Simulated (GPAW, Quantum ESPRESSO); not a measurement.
# Al K ELNES/XANES of ScAl (Pm-3m) from DFT

Do two independent programs agree on the Al K edge of ScAl (Pm-3m)? The same cell and functional are run with XSpectra and with GPAW.

Method: core-hole supercells, plane-wave PAW LDA (first program; GPAW 26.7.0 follows as the second), in Quantum ESPRESSO 7.5.

## Step 1: Set-up

Symmetry: Pm-3m, No. 221, cubic system. Conventional cell: a = 3.370 Å, b = 3.370 Å, c = 3.370 Å, α = 90.00°, β = 90.00°, γ = 90.00°. Sc has 8 Al at 2.92 Å nearest. Al has 8 Sc at 2.92 Å nearest. Farther neighbours are not listed.

## Step 2: Ground state of the crystal (Quantum ESPRESSO)

The ground state comes first: it tells whether the system has a gap, which decides how the excited electron is treated.

File scf.in:

```
&control
   calculation='scf', prefix='x', pseudo_dir='../pp', outdir='tmp', tprnfor=.true.
/
&system
   ibrav=0, nat=2, ntyp=2, nbnd=11
   ecutwfc=50, ecutrho=450
   occupations='smearing', smearing='mv', degauss=0.015
/
&electrons
   conv_thr=2.0e-08, electron_maxstep=120
   mixing_beta=0.5
/
ATOMIC_SPECIES
Sc 1.0 Sc.lda-spn-kjpaw.UPF
Al3 1.0 Al.lda-nl-kjpaw.UPF
CELL_PARAMETERS angstrom
  3.37034897 0.00000000 0.00000000
  0.00000000 3.37034897 0.00000000
  0.00000000 0.00000000 3.37034897
ATOMIC_POSITIONS crystal
Sc   0.50000000 0.50000000 0.50000000
Al3  0.00000000 0.00000000 0.00000000
K_POINTS automatic
8 8 8 0 0 0
```

File Sc.lda-spn-kjpaw.ld1.in:

```
&input
   title='Sc', zed=21., rel=1, iswitch=3, dft='PZ',
   config='[Ar] 4s2 4p0 3d1'
/
&inputp
   file_pseudopw='Sc.lda-spn-kjpaw.UPF', author='',
   lpaw=.true.,
   pseudotype=3,
   lloc=-1,
   rcloc=1.2,
   which_augfun='PSQ',
   rmatch_augfun_nc=.true.,
   nlcc=.true.,
   new_core_ps=.true.,
   rcore=0.8,
   tm=.true.,
   lgipaw_reconstruction=.true., use_paw_as_gipaw=.true.
/
6
3S  1  0  2.00  0.00  0.90  1.30  0.0
4S  2  0  2.00  0.00  0.90  1.30  0.0
3P  2  1  6.00  0.00  0.90  1.45  0.0
4P  3  1  0.00  7.00  0.90  1.45  0.0
3D  3  2  1.00  0.00  1.00  1.50  0.0
3D  3  2  0.00  6.00  1.00  1.50  0.0
```

File Al.lda-nl-kjpaw.ld1.in:

```
&input
   title='Al', zed=13., rel=1, iswitch=3, dft='PZ',
   config='[Ne] 3s2 3p1 3d-1'
/
&inputp
   file_pseudopw='Al.lda-nl-kjpaw.UPF', author='',
   lpaw=.true.,
   pseudotype=3,
   lloc=2,
   which_augfun='PSQ',
   rmatch_augfun_nc=.true.,
   nlcc=.true.,
   new_core_ps=.true.,
   rcore=1.8,
   tm=.true.,
   lgipaw_reconstruction=.true., use_paw_as_gipaw=.true.
/
5
3S  1  0  2.00  0.00  1.50  1.90  0.0
3S  1  0  0.00  6.00  1.50  1.90  0.0
3P  2  1  1.00  0.00  1.50  1.90  0.0
3P  2  1  0.00  3.50  1.50  1.90  0.0
3D  3  2  0.00  1.00  1.90  1.90  0.0
```

Launch:

```console
> OMP_NUM_THREADS=1 mpirun --oversubscribe --bind-to none -np 4 pw.x -nk 4 -in scf.in > scf.out
```

The log of the run:

```text
     [... banner and references ...]
using ibrav=0 with symmetry is DISCOURAGED, use correct ibrav instead

     G-vector sticks info
     --------------------

     Using Slab Decomposition

     bravais-lattice index     =            0
     lattice parameter (alat)  =       6.3690  a.u.
     unit-cell volume          =     258.3576 (a.u.)^3
     number of atoms/cell      =            2
     number of atomic types    =            2
     number of electrons       =        14.00
     number of Kohn-Sham states=           11
     kinetic-energy cutoff     =      50.0000  Ry
     charge density cutoff     =     450.0000  Ry
     scf convergence threshold =      2.0E-08
     mixing beta               =       0.5000
     number of iterations used =            8  plain     mixing
     Exchange-correlation= SLA  PZ   NOGX NOGC
                           (   1   1   0   0   0   0   0)

     celldm(1)=   6.369036  celldm(2)=   0.000000  celldm(3)=   0.000000
     celldm(4)=   0.000000  celldm(5)=   0.000000  celldm(6)=   0.000000

     crystal axes: (cart. coord. in units of alat)
               a(1) = (   1.000000   0.000000   0.000000 )
               a(2) = (   0.000000   1.000000   0.000000 )
               a(3) = (   0.000000   0.000000   1.000000 )

     reciprocal axes: (cart. coord. in units 2 pi/alat)
               b(1) = (  1.000000  0.000000  0.000000 )
               b(2) = (  0.000000  1.000000  0.000000 )
               b(3) = (  0.000000  0.000000  1.000000 )

     PseudoPot. #1 for Sc:     Pseudo is Projector augmented-wave + core cor, Zval = 11.0

     PseudoPot. #2 for Al:     Pseudo is Projector augmented-wave + core cor, Zval =  3.0

     atomic species   valence    mass     pseudopotential
     Sc               11.00     1.00000     Sc( 1.00)
     Al3               3.00     1.00000     Al( 1.00)

     48 Sym. Ops., with inversion, found

   Cartesian axes

     site n.     atom                  positions (alat units)
         1        Sc     tau(   1) = (   0.5000000   0.5000000   0.5000000  )
         2        Al3    tau(   2) = (   0.0000000   0.0000000   0.0000000  )

     number of k points=    35  Marzari-Vanderbilt smearing, width (Ry)=  0.0150
                       cart. coord. in units 2pi/alat
        k(    1) = (   0.0000000   0.0000000   0.0000000), wk =   0.0039062
        k(    2) = (   0.0000000   0.0000000   0.1250000), wk =   0.0234375
        k(    3) = (   0.0000000   0.0000000   0.2500000), wk =   0.0234375
        k(    4) = (   0.0000000   0.0000000   0.3750000), wk =   0.0234375
        k(    5) = (   0.0000000   0.0000000  -0.5000000), wk =   0.0117188
[...]
k(   33) = (   0.3750000   0.3750000  -0.5000000), wk =   0.0468750
        k(   34) = (   0.3750000  -0.5000000  -0.5000000), wk =   0.0234375
        k(   35) = (  -0.5000000  -0.5000000  -0.5000000), wk =   0.0039062

     Dense  grid:    41851 G-vectors     FFT dimensions: (  45,  45,  45)

     Smooth grid:    12293 G-vectors     FFT dimensions: (  30,  30,  30)

     Initial potential from superposition of free atoms

     starting charge      13.9958, renormalised to      14.0000
     Starting wfcs are   14 randomized atomic wfcs
     Checking if some PAW data can be deallocated...

     per-process dynamical memory:    37.1 Mb

     Self-consistent Calculation

     iteration #  1     ecut=    50.00 Ry     beta= 0.50
     Davidson diagonalization with overlap
     ethr =  1.00E-02,  avg # of iterations =  2.5

     Threshold (ethr) on eigenvalues was too large:
     Diagonalizing with lowered threshold

     Davidson diagonalization with overlap
     ethr =  3.20E-05,  avg # of iterations =  9.9

     total energy              =    -191.11248017 Ry
     estimated scf accuracy    <       0.01463659 Ry

     iteration #  2     ecut=    50.00 Ry     beta= 0.50
     Davidson diagonalization with overlap
[...]
total energy              =    -191.11383920 Ry
[...]
iteration # 10     ecut=    50.00 Ry     beta= 0.50
     Davidson diagonalization with overlap
     ethr =  2.39E-09,  avg # of iterations =  2.3

     total energy              =    -191.11383921 Ry
     estimated scf accuracy    <       0.00000004 Ry

     iteration # 11     ecut=    50.00 Ry     beta= 0.50
     Davidson diagonalization with overlap
     ethr =  3.18E-10,  avg # of iterations =  6.0

     total energy              =    -191.11383924 Ry
     estimated scf accuracy    <       0.00000004 Ry

     iteration # 12     ecut=    50.00 Ry     beta= 0.50
     Davidson diagonalization with overlap
     ethr =  2.59E-10,  avg # of iterations =  4.0

     End of self-consistent calculation

          k = 0.0000 0.0000 0.0000 (  1551 PWs)   bands (ev):

   -39.6048 -18.4595 -18.4595 -18.4595   0.9219   8.6810   8.6810  12.0005
    12.0005  12.0005  13.0523

          k = 0.0000 0.0000 0.1250 (  1547 PWs)   bands (ev):

   -39.6025 -18.4870 -18.4571 -18.4571   1.1438   8.4413   8.7906  11.4287
    11.4287  12.0326  12.5265

          k = 0.0000 0.0000 0.2500 (  1526 PWs)   bands (ev):

   -39.5971 -18.5528 -18.4510 -18.4510   1.7883   7.4569   9.0827  10.7239
    10.7239  12.1118  12.2894

          k = 0.0000 0.0000 0.3750 (  1526 PWs)   bands (ev):

   -39.5916 -18.6178 -18.4451 -18.4451   2.7861   5.9510   9.4281  10.2538
    10.2538  12.1935  12.7638

          k = 0.0000 0.0000-0.5000 (  1542 PWs)   bands (ev):

   -39.5893 -18.6445 -18.4427 -18.4427   3.6890   4.8331   9.5933  10.0902
    10.0902  12.2282  13.1030

          k = 0.0000 0.1250 0.1250 (  1534 PWs)   bands (ev):

[...]
k = 0.0000 0.1250-0.5000 (  1546 PWs)   bands (ev):

[...]
k = 0.0000 0.2500-0.5000 (  1556 PWs)   bands (ev):

[...]
k = 0.0000 0.3750-0.5000 (  1548 PWs)   bands (ev):

[...]
k = 0.0000-0.5000-0.5000 (  1516 PWs)   bands (ev):

[...]
k = 0.1250 0.1250-0.5000 (  1548 PWs)   bands (ev):

[...]
k = 0.1250 0.2500-0.5000 (  1550 PWs)   bands (ev):

[...]
k = 0.1250 0.3750-0.5000 (  1542 PWs)   bands (ev):

[...]
k = 0.1250-0.5000-0.5000 (  1548 PWs)   bands (ev):

[...]
k = 0.2500 0.2500 0.3750 (  1543 PWs)   bands (ev):

[...]
k = 0.2500 0.2500-0.5000 (  1548 PWs)   bands (ev):

[...]
k = 0.2500 0.3750 0.3750 (  1545 PWs)   bands (ev):

[...]
k = 0.2500 0.3750-0.5000 (  1536 PWs)   bands (ev):

[...]
k = 0.2500-0.5000-0.5000 (  1540 PWs)   bands (ev):

[...]
k = 0.3750 0.3750 0.3750 (  1541 PWs)   bands (ev):

[...]
k = 0.3750 0.3750-0.5000 (  1546 PWs)   bands (ev):

   -39.5641 -18.6000 -18.5733 -18.5711   5.7280   6.9229   7.1376  10.3378
    10.9185  11.2312  11.8400

          k = 0.3750-0.5000-0.5000 (  1536 PWs)   bands (ev):

   -39.5619 -18.5964 -18.5964 -18.5687   6.1845   6.9098   6.9098   9.7340
    11.1200  12.0224  12.0231

          k =-0.5000-0.5000-0.5000 (  1568 PWs)   bands (ev):

   -39.5598 -18.5930 -18.5930 -18.5930   6.8170   6.8170   6.8170   8.7859
    12.2947  12.2947  13.0529

     the Fermi energy is     9.3555 ev

!    total energy              =    -191.11383925 Ry
     total all-electron energy =     -2008.911133 Ry
     estimated scf accuracy    <          1.9E-09 Ry
     smearing contrib. (-TS)   =      -0.00029984 Ry
     internal energy E=F+TS    =    -191.11353941 Ry

     The total energy is F=E-TS. E is the sum of the following terms:
     one-electron contribution =     -39.58027980 Ry
     hartree contribution      =      24.31801682 Ry
     xc contribution           =     -19.97491114 Ry
     ewald contribution        =     -66.22295955 Ry
     one-center paw contrib.   =     -89.65340575 Ry

     convergence has been achieved in  12 iterations

     Forces acting on atoms (cartesian axes, Ry/au):

     atom    1 type  1   force =     0.00000000    0.00000000    0.00000000
     atom    2 type  2   force =     0.00000000    0.00000000    0.00000000

     Total force =     0.000000     Total SCF correction =     0.000000

     XML data file, charge density, pseudopotentials, collected wavefunctions

=------------------------------------------------------------------------------=
   JOB DONE.
=------------------------------------------------------------------------------=
```

Wall time 5.3 s (4 MPI ranks of AMD EPYC 7R32 (Zen 2), shared host); peak memory 0.1 GiB; 21 s of CPU time.

Absorbing atoms carry a label of their own (element plus a letter or digit), as the spectrum program needs them as separate species.

The mesh shows no gap, so the system is treated as a metal and the core electron is put at the Fermi level (neutral cell).

## Step 3: Spectrum without a core hole, Al atom 2 (Quantum ESPRESSO)

Without a hole the spectrum is the empty density of states of the right symmetry on the absorber, weighted by matrix elements. It needs only the small cell and serves as the baseline.

The absorber has 8 Sc at 2.92 Å and 6 Al at 3.37 Å (cube and octahedron, as in bcc, site symmetry m-3m).

File xspectra.in:

```
&input_xspectra
   calculation='xanes_dipole', edge='K'
   prefix='x', outdir='tmp', xiabs=2, xe0=9.3555
   xonly_plot=.false., x_save_file='xanes.sav'
   xniter=3000, xcheck_conv=20, xerror=0.005
   xcoordcrys=.false., xepsilon(1)=1, xepsilon(2)=0, xepsilon(3)=0
/
&plot
   xnepoint=413, xemin=-10, xemax=45, terminator=.true., cut_occ_states=.true.
   xgamma=0.4
/
&pseudos
   filecore='../Al.wfc'
/
&cut_occ
   cut_desmooth=0.1, cut_stepl=0.05, cut_stepu=0.05, cut_ierror=1e-5
/
9 9 9 0 0 0
```

Launch:

```console
> OMP_NUM_THREADS=1 mpirun --oversubscribe --bind-to none -np 4 xspectra.x -nk 4 -in xspectra.in > xspectra.out
```

The log of the run:

```text
     [... banner and references ...]
Reading input_file

     calculation: xanes_dipole

     xepsilon  [cartesian coordinates]:   1.000000   0.000000   0.000000

     xonly_plot: FALSE
        => complete calculation: Lanczos + spectrum plot

     filecore (core-wavefunction file): ../Al.wfc

     main plot parameters:
        cut_occ_states: TRUE
        gamma_mode:  constant
        -> using xgamma [eV]:  0.40
        xemin [eV]: -10.00
        xemax [eV]:  45.00
        xnepoint:  413
        xe0 [eV]:   9.355500 (energy zero read in input file)

[...]
Results of STEP 1 successfully written in x_save_file
     x_save_file name:
     ->  xanes.sav
     x_save_file version:  2

     ... End STEP 1 ...

     ... Begin STEP 2 ...

     The spectrum is calculated using the following parameters:
        xe0 [eV]:    9.3555
        the occupied states are elimintate from the spectrum
        xemin [eV]: -10.00
        xemax [eV]:  45.00
        xnepoint:  413
        constant broadening parameter [eV]:    0.400
        Core level energy [eV]:  -1559.
         (from electron binding energy of neutral atoms in X-ray data booklet)

     Cross-section successfully written in xanes.dat

     ... End STEP 2 ...

                                END JOB XSpectra
```

Wall time 28 s (4 MPI ranks); peak memory 0.1 GiB.

The Al K spectrum, Al atom 2, no core hole (energy from the energy zero of the input (xe0, at the border of filled and empty states); intensity scaled to a mean of 1 over the first 20 eV; the points at xe0, where the cut of filled states can leave a spike, are interpolated):

```
E (eV)  intensity
  -2.0       0.05
  -1.4       0.07
  -0.8       0.11
  -0.2       0.26
   0.4       0.54
   1.0       0.92
   1.6       0.67
   2.2       0.41
   2.8       0.43
   3.4       0.75
   4.0       0.86
   4.6       0.94
   5.2       1.01
   5.8       1.22
   6.4       1.74
   7.0       1.90
   7.6       1.50
   8.2       1.08
   8.8       0.87
   9.4       1.10
  10.0       1.42
  10.6       1.37
  11.2       1.06
  11.8       1.28
  12.4       1.45
  13.0       1.21
  13.6       1.13
  14.2       1.12
  14.8       1.17
  15.4       0.99
  16.0       0.82
  16.6       0.61
  17.2       0.69
  17.8       0.69
  18.4       0.65
  19.0       0.71
  19.6       0.78
  20.2       1.06
  20.8       1.33
  21.4       1.52
  22.0       1.19
  22.6       1.32
  23.2       1.53
  23.8       1.20
  24.4       1.26
  25.0       1.12
  25.6       1.20
  26.2       1.58
  26.8       1.77
  27.4       1.43
  28.0       1.27
  28.6       1.01
  29.2       1.31
  29.8       1.33
  30.4       1.26
  31.0       1.06
  31.6       1.02
```

Main maxima below 24 eV (height): 1.1 eV (0.93), 6.7 eV (2.06), 10.3 eV (1.47), 12.2 eV (1.51), 15.0 eV (1.21), 21.2 eV (1.54) and 23.2 eV (1.54). A K edge sees empty p states on the absorber.

## Step 4: Another broadening

The final state's lifetime shortens with energy, so measured features broaden above the edge; the saved Lanczos coefficients are redrawn with a width that grows.

File xspectra_plot.in:

```
&input_xspectra
   calculation='xanes_dipole', edge='K'
   prefix='x', outdir='tmp', xiabs=2, xe0=9.3555
   xonly_plot=.true., x_save_file='xanes.sav'
   xniter=3000, xcheck_conv=20, xerror=0.005
   xcoordcrys=.false., xepsilon(1)=1, xepsilon(2)=0, xepsilon(3)=0
/
&plot
   xnepoint=413, xemin=-10, xemax=45, terminator=.true., cut_occ_states=.true.
   gamma_mode='variable', gamma_energy(1)=4, gamma_energy(2)=25, gamma_value(1)=0.3, gamma_value(2)=2.5
/
&pseudos
   filecore='../Al.wfc'
/
&cut_occ
   cut_desmooth=0.1, cut_stepl=0.05, cut_stepu=0.05, cut_ierror=1e-5
/
9 9 9 0 0 0
```

Launch:

```console
> OMP_NUM_THREADS=1 xspectra.x -in xspectra_plot.in > xspectra_plot.out
```

The log of the run:

```text
     [... banner and references ...]
Reading input_file
     -------------------------------------------------------------------------

     calculation: xanes_dipole

     xonly_plot: TRUE
        => only the spectrum plot

     main plot parameters:
        cut_occ_states: TRUE
        gamma_mode:  variable
        -> first, constant up to point ( 4.00, 0.30) [eV]
        -> then, linear up to point (25.00, 2.50) [eV]
        -> finally, constant up to xemax
        xemin [eV]: -10.00
        xemax [eV]:  45.00
        xnepoint:  413
[...]
xemin [eV]: -10.00
        xemax [eV]:  45.00
        xnepoint:  413
        energy-dependent broadening parameter:
         -> first, constant up to point ( 4.00, 0.30) [eV]
         -> then, linear up to point (25.00, 2.50) [eV]
         -> finally, constant up to xemax
        Core level energy [eV]:  -1559.
         (from electron binding energy of neutral atoms in X-ray data booklet)

     Cross-section successfully written in xanes.dat

     -------------------------------------------------------------------------
                                END JOB XSpectra
     -------------------------------------------------------------------------
[key lines of the parts left out:]
Fermi level [eV]:   9.6825
```

Wall time 8.5 s (1 MPI rank); peak memory 0.08 GiB.

With a Lorentzian half width 0.3 eV up to 4 eV, rising linearly to 2.5 eV at 25 eV, the maxima are 1.1 eV (1.04), 3.8 eV (0.90), 6.7 eV (1.77), 10.3 eV (1.24) and 12.2 eV (1.21).

## Step 5: Reference energy of the supercell (Quantum ESPRESSO)

The photon energy needs a difference of total energies, so the cell and mesh of the coming hole run are first run without a hole.

File scf.in:

```
&control
   calculation='scf', prefix='x', pseudo_dir='../pp', outdir='tmp', tprnfor=.true.
/
&system
   ibrav=0, nat=8, ntyp=2, nbnd=34
   ecutwfc=50, ecutrho=450
   occupations='smearing', smearing='mv', degauss=0.015
/
&electrons
   conv_thr=8.0e-08, electron_maxstep=120
   mixing_beta=0.5
/
ATOMIC_SPECIES
Sc 1.0 Sc.lda-spn-kjpaw.UPF
Al 1.0 Al.lda-nl-kjpaw.UPF
CELL_PARAMETERS angstrom
  3.37034897 3.37034897 3.37034897
  -3.37034897 3.37034897 -3.37034897
  -3.37034897 -3.37034897 3.37034897
ATOMIC_POSITIONS crystal
Sc   0.50000000 0.00000000 0.00000000
Sc   0.50000000 0.50000000 0.50000000
Sc   0.00000000 0.00000000 0.50000000
Sc   0.00000000 0.50000000 0.00000000
Al   0.00000000 0.00000000 0.00000000
Al   0.00000000 0.50000000 0.50000000
Al   0.50000000 0.00000000 0.50000000
Al   0.50000000 0.50000000 0.00000000
K_POINTS automatic
5 5 5 0 0 0
```

Launch:

```console
> OMP_NUM_THREADS=1 mpirun --oversubscribe --bind-to none -np 4 pw.x -nk 4 -in scf.in > scf.out
```

The log of the run:

```text
     [... banner and references ...]
[banner, memory and clock lines left out]
Found identity + (  0.0000 -0.5000 -0.5000) symmetry
     This is a supercell, fractional translations are disabled
     using ibrav=0 with symmetry is DISCOURAGED, use correct ibrav instead

     G-vector sticks info

     bravais-lattice index     =            0
     lattice parameter (alat)  =      11.0315  a.u.
     unit-cell volume          =    1033.4303 (a.u.)^3
[...]
atom    1 type  1   force =    -0.00000000   -0.00000000   -0.00000000
     atom    2 type  1   force =    -0.00000000   -0.00000000   -0.00000000
     atom    3 type  1   force =     0.00000000    0.00000000    0.00000000
[...]
atom    7 type  2   force =    -0.00000000    0.00000000    0.00000000
     atom    8 type  2   force =    -0.00000000    0.00000000    0.00000000

     Total force =     0.000000     Total SCF correction =     0.000000

     XML data file, charge density, pseudopotentials, collected wavefunctions
[key lines of the parts left out:]
!    total energy              =    -764.45551714 Ry
the Fermi energy is     9.3087 ev
convergence has been achieved in  15 iterations
```

Wall time 30 s (4 MPI ranks); peak memory 0.28 GiB; 2 min of CPU time.

Reference energy: -109330.516 eV with the cores included.

(Continued in part 2 of 4.)

[Banner, clock and machine lines of the logs are left out without a mark of their own.]

[Logs are printed without paths, hosts, clocks, repeated set-up lines and the standing remarks that a program may print on its own settings, such as how far it seeks lower states.]

[Hosts, paths, dates, database ids (printed as entryN), source tags and the programs' standing remarks are cut or masked in the printed files.]

[Lists of maxima count a maximum above −3 eV only where it reaches 4 % of the highest in the window and stands out from its surroundings by 2 % of it (1.5 % where it reaches 55 %); shoulders and weaker maxima are passed over, and of the rest the first, up to two pre-edge ones and the few strongest are named.]
